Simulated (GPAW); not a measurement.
# Core-hole calculation of the P K edge in zinc-blende (GaP)₁₋ₓ(InP)ₓ at x = 0.75, part 3 of 3

Aim: the P K edge in zinc-blende (GaP)₁₋ₓ(InP)ₓ at x = 0.75, one member of a composition series.

GPAW 26.7.0; X-ray absorption from dipole matrix elements to empty bands, plane-wave PAW PBE.

So far. Step 5 (Spectrum with XCH, P atom 2): Main maxima below 24 eV (height): 2.0 eV (1.72), 3.9 eV (2.10), 6.5 eV (1.52) and 13.3 eV (1.06). A K edge sees empty p states on the absorber. Step 5 (Spectrum with XCH, P atom 2): The total-energy difference is 2155.59 eV. One term is added: -15.96 eV, since the hole is spin-paired here and a spin-polarised one costs that much less in the free atom (computed apart). The photon energy is then 2139.63 eV.

**7. Spectrum with XCH, Ga atom 15**

The holes are 8.2 Å apart. The excited electron is kept in the cell, where it fills the lowest empty states and screens the hole. After the field has converged, empty bands are computed with the density fixed and the dipole matrix elements are summed.

The absorber has 2 P at 2.40 Å and 2 P at 2.44 Å (tetrahedral).

Contents of xas.py:

```python
import numpy as np
from ase import Atoms
from ase.parallel import parprint, paropen
from gpaw import GPAW, PW, FermiDirac, Mixer, MixerDif, setup_paths
from gpaw.test import gen
setup_paths.insert(0, '.')
gen('Ga', name='fch1s', xcname='PBE', corehole=(1, 0, 1), write_xml=True)
from gpaw.mpi import world
world.barrier()

atoms = Atoms('InPInPInPInPGaPInPInPGaP',
    cell=[[0, 5.7645, 5.7645],
     [5.7645, 0, 5.7645],
     [5.7645, 5.7645, 0]],
    scaled_positions=[[0.9996772, 0.0001613, 0.002122],
     [0.1412105, 0.1191419, 0.1206834],
     [0.9988294, 0.0007079, 0.5003227],
     [0.1239701, 0.1251437, 0.6266394],
     [0.9996709, 0.4989833, 0.9990126],
     [0.1238943, 0.6248679, 0.1250411],
     [0.9994651, 0.5005159, 0.5003085],
     [0.1395023, 0.6206586, 0.6192799],
     [0.5016038, 0.9988016, 0.001137],
     [0.6203676, 0.1209939, 0.1203078],
     [0.4998913, 0.9985334, 0.5002312],
     [0.6151684, 0.1324057, 0.6351273],
     [0.499758, 0.5012303, 0.999447],
     [0.6161795, 0.632888, 0.1350789],
     [0.49963, 0.4980559, 0.5009618],
     [0.6202122, 0.6188925, 0.6198691]],
    pbc=True)
atoms.calc = calc = GPAW(legacy_gpaw=True, mode=PW(400, force_complex_dtype=True), xc='PBE', setups={14: 'fch1s'},
    kpts={'size': (3, 3, 3), 'gamma': True}, occupations=FermiDirac(0.04),
    charge=-1, mixer=Mixer(0.1, 5, 50), maxiter=150,
    convergence={'density': 0.0001, 'eigenstates': 1e-6}, txt='scf.txt')
energy = atoms.get_potential_energy() + calc.get_reference_energy()
ef = calc.get_fermi_level()
out = dict(energy=energy, fermi=ef, forces=atoms.get_forces().tolist())
parprint(f'all-electron energy {energy:.4f} eV, Fermi level {ef:.4f} eV')
ev = np.array([[calc.get_eigenvalues(k, s) for k in range(len(calc.get_ibz_k_points()))] for s in range(calc.get_number_of_spins())])
out['homo'], out['lumo'], out['counts'] = ev[ev < ef].max(), ev[ev > ef].min(), sorted(set((ev < ef).sum((0, 2)).tolist()))
out['filled'] = (ev[:, 0] < ef).sum(1).tolist()

from ase.units import Ha
from gpaw.xas import dipole_matrix_elements
nb = int(calc.get_number_of_electrons() / 2) + 196
top, nb = nb, nb + 8 + nb // 12
nscf = calc.fixed_density(kpts={'size': (4, 4, 4), 'gamma': True}, nbands=nb,
    convergence={'bands': top, 'eigenstates': 5e-3}, maxiter=60, txt='nscf.txt')
cell = atoms.cell.array
ops = [cell.T @ U.T @ np.linalg.inv(cell.T) for U in nscf.wfs.kd.symmetry.op_scc]
filled = [62]  # bands filled in the ground state, by spin
E = np.arange(-6, 30, 0.1)
fwhm = np.interp(E, [4, 25], [1.82, 3.5])
Y, X, zero, highest = 0, 0, 1e9, 1e9
for spin in range(nscf.get_number_of_spins()):
    wfs = nscf.wfs
    mine = wfs.bd.get_slice()  # this rank's bands
    A = dipole_matrix_elements(wfs.setups[14])
    eps = np.zeros((wfs.kd.nibzkpts, nb))
    d = np.zeros((3, A.shape[1], wfs.kd.nibzkpts, nb), complex)
    for kpt in wfs.kpt_u:
        if kpt.s == spin and 14 in kpt.P_ani:
            eps[kpt.k, mine] = kpt.eps_n * Ha
            d[:, :, kpt.k, mine] = (kpt.weight * wfs.nspins / 2) ** 0.5 * np.inner(A, kpt.P_ani[14])
    world.sum(eps)
    world.sum(d)
    T = np.einsum('amkn,bmkn->abkn', d, d.conj()).real
    T = sum(np.einsum('ai,ijkn,bj->abkn', R, T, R) for R in ops) / len(ops)
    empty = np.ones_like(eps, bool) & (np.arange(nb) >= filled[spin])
    zero, highest = min(zero, eps[empty].min()), min(highest, eps[:, top - 1].min())
    lines = [(eps, T, empty)] if spin == 0 else lines + [(eps, T, empty)]
for eps, T, empty in lines:
    f = np.einsum('aakn->akn', T).reshape(3, -1)
    x = eps.ravel() - zero
    w = np.interp(x, E, fwhm) / 2.35482
    g = np.exp(-0.5 * ((E[:, None] - x) / w) ** 2) / (w * (2 * np.pi) ** 0.5)
    Y = Y + (f * empty.ravel()) @ g.T
    X = X + (f * ~empty.ravel()) @ g.T
out.update(E=E.round(2).tolist(), xas=Y.tolist(), xes=X.tolist(), zero=zero, valid=highest - zero, nk=len(eps), nb=nb)
for i in range(0, len(E), 10):
    parprint(f'{E[i]:7.2f}', *(f'{v:10.3e}' for v in Y[:, i]))
import json
with paropen('out.json', 'w') as f:
    json.dump(out, f)
```

Command:

```console
> OMP_NUM_THREADS=1 mpirun -n 4 gpaw python xas.py
```

Numbers of over 12 decimals in the logs are rounded to 6 here.

Output:

```text
Input parameters:
  charge: -1
  convergence: {density: 0.0001,
                eigenstates: 1e-06}
  kpts: {gamma: True,
         size: (3, 3, 3)}
  maxiter: 150
  mixer: {backend: pulay,
          beta: 0.1,
          method: separate,
          nmaxold: 5,
          weight: 50}
  mode: {ecut: 400.0,
         force_complex_dtype: True,
         name: pw}
  occupations: {fixmagmom: False,
[...]
*p    :     0.585016
*d    :     0.000000
--------------------------------

Diagonalizing with gridspacing h=0.050

state   all-electron     PAW
-------------------------------
4s:      -0.719303    -0.719529
4p:      -0.414984    -0.415179
*d:                   -0.111571
*f:                   -0.022852
-------------------------------
all-electron energy -1129712.1793 eV, Fermi level 6.3166 eV
[...]
28.00  1.204e-07  1.194e-07  1.194e-07
  29.00  1.009e-07  1.027e-07  1.027e-07
[key lines of the parts left out:]
Converged after 16 iterations.
Dipole moment: (-22.682920, -20.679329, -20.130301) |e|*Ang
Free energy:    -76.449357
Fermi level: 6.31663
```

Run time: 7.4 min. Hardware: 4 MPI ranks of Arm Neoverse V2, shared host; peak memory 0.86 GiB; 30 min of CPU time.

The Ga K spectrum, Ga atom 15, excited-electron core hole (neutral cell) (energy from the bottom of the conduction band, which holds the excited electron; intensity scaled to a mean of 1 over the first 20 eV):

| E (eV) | isotropic | ε ∥ x | ε ∥ y |
| --- | --- | --- | --- |
| -2.00 | 0.00 | 0.00 | 0.00 |
| -1.25 | 0.00 | 0.00 | 0.00 |
| -0.50 | 0.03 | 0.04 | 0.02 |
| 0.25 | 0.15 | 0.18 | 0.13 |
| 1.00 | 0.44 | 0.52 | 0.41 |
| 1.75 | 0.87 | 0.96 | 0.83 |
| 2.50 | 1.24 | 1.28 | 1.22 |
| 3.25 | 1.55 | 1.55 | 1.55 |
| 4.00 | 1.85 | 1.82 | 1.87 |
| 4.75 | 1.70 | 1.65 | 1.72 |
| 5.50 | 1.23 | 1.19 | 1.25 |
| 6.25 | 0.98 | 0.96 | 0.99 |
| 7.00 | 0.96 | 0.95 | 0.97 |
| 7.75 | 0.98 | 0.97 | 0.99 |
| 8.50 | 0.98 | 0.97 | 0.99 |
| 9.25 | 1.02 | 1.00 | 1.03 |
| 10.00 | 1.09 | 1.07 | 1.10 |
| 10.75 | 1.11 | 1.11 | 1.10 |
| 11.50 | 1.06 | 1.08 | 1.05 |
| 12.25 | 1.02 | 1.04 | 1.01 |
| 13.00 | 1.01 | 1.01 | 1.00 |
| 13.75 | 0.99 | 0.98 | 0.99 |
| 14.50 | 0.94 | 0.93 | 0.95 |
| 15.25 | 0.91 | 0.89 | 0.91 |
| 16.00 | 0.87 | 0.86 | 0.88 |
| 16.75 | 0.82 | 0.81 | 0.82 |
| 17.50 | 0.75 | 0.74 | 0.75 |
| 18.25 | 0.70 | 0.69 | 0.71 |
| 19.00 | 0.70 | 0.69 | 0.71 |
| 19.75 | 0.74 | 0.74 | 0.75 |
| 20.50 | 0.79 | 0.79 | 0.79 |
| 21.25 | 0.83 | 0.83 | 0.82 |
| 22.00 | 0.86 | 0.86 | 0.85 |
| 22.75 | 0.90 | 0.90 | 0.89 |
| 23.50 | 0.95 | 0.95 | 0.96 |
| 24.25 | 1.01 | 1.01 | 1.02 |
| 25.00 | 1.05 | 1.05 | 1.05 |
| 25.75 | 1.04 | 1.05 | 1.03 |
| 26.50 | 0.98 | 1.00 | 0.97 |
| 27.25 | 0.89 | 0.91 | 0.88 |
| 28.00 | 0.78 | 0.79 | 0.78 |

Main maxima below 28 eV (height): 4.2 eV (1.87), 10.4 eV (1.11) and 25.2 eV (1.05). 

The energy difference (zero at 10401 eV) isn't read as a photon energy: for so heavy an absorber the terms left out (the hole's spin, the functional's error) amount to tens of eV or more.

**8. Outcome**

| Quantity | Value |
| --- | --- |
| absorber and edge | P K, atom 2 of the ground-state input (counted from 1) |
| surroundings | 1 Ga at 2.40 Å and 3 In at 2.53 Å (distorted tetrahedral) |
| highest intensity below 16 eV | 3.9 eV above the zero, height 2.10 |
| photon energy of the zero, with the added terms | 2139.6 eV (raw 2155.6 eV; uncertain by a few eV) |

What this shows: The P K edge of atom 2, with 1 Ga at 2.40 Å and 3 In at 2.53 Å (distorted tetrahedral), has its highest intensity of the first 16 eV at 3.9 eV above the zero, near 2144 eV in photon energy (uncertain by a few eV), 2.1 times the mean level of the first 20 eV (Gaussian full width 0.9 eV up to 4 eV, rising linearly to 3.5 eV at 25 eV). The mesh is coarse (0.24 Å⁻¹ between points), so small maxima may be mesh ripples. Lifetime broadening is put in by hand, and intensities beyond about 20 eV depend on it and on the partial waves.

[Banner, clock and machine lines of the logs are left out without a mark of their own.]

[Logs are printed without paths, hosts, clocks, repeated set-up lines and the standing remarks that a program may print on its own settings, such as how far it seeks lower states.]

[Hosts, paths, dates, database ids (printed as entryN), source tags and the programs' standing remarks are cut or masked in the printed files.]

[Lists of maxima count a maximum above −3 eV only where it reaches 4 % of the highest in the window and stands out from its surroundings by 2 % of it (1.5 % where it reaches 55 %); shoulders and weaker maxima are passed over, and of the rest the first, up to two pre-edge ones and the few strongest are named.]
